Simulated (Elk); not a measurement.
Planning a run of Elk 11.2.3 (patched build) on CsH (Pm-3m). The input:

```
tasks
  185
  186
  187

xctype
  3

rgkmax
  8.5

gmaxvr
  18.0

lmaxapw
  10

lmaxo
  8

nxlo
  2

lorbcnd
  .true.

autolinengy
  .true.

tshift
  .false.

ngridk
  4 4 4

vkloff
  0.05 0.15 0.25

nempty
  10

swidth
  0.00551

scissor
  0.05397

gmaxrf
  2.5

wplot
  259 100 0
  0.0 0.4760

optcomp
  1 1
  2 2
  3 3

nvbse
  3

ncbse
  3

hxbse
  .false.

sppath
  './'

avec
  7.2157463725 0.0000000000 0.0000000000
  0.0000000000 7.2157463725 0.0000000000
  0.0000000000 0.0000000000 7.2157463725

atoms
  2
  'Cs.in'
  1
  0.0000000000 0.0000000000 0.0000000000
  'H.in'
  1
  0.5000000000 0.5000000000 0.5000000000
```

```sh
OMP_NUM_THREADS=4 elk > log
```

**Question.** How long will it take on 4 threads of Arm Neoverse V1, shared host, and how much memory?

It took 33 s; on shared hardware allow 16 s to 65 s. Peak host memory was 0.15 GiB.

The matrix is small, so building the kernel's matrix elements and any screening outweighs its diagonalisation.

[Paths, hosts, dates, memory and timing lines, banners, echoed tables and standing remarks are left out of the program output.]

[Logs are printed without paths, hosts, clocks, repeated set-up lines and the standing remarks that a program may print on its own settings, such as how far it seeks lower states.]

[Runs of the session that timed out or met a known fault of the program may be left out.]

[Hosts, paths, dates, database ids (printed as entryN), source tags and the programs' standing remarks are cut or masked in the printed files.]
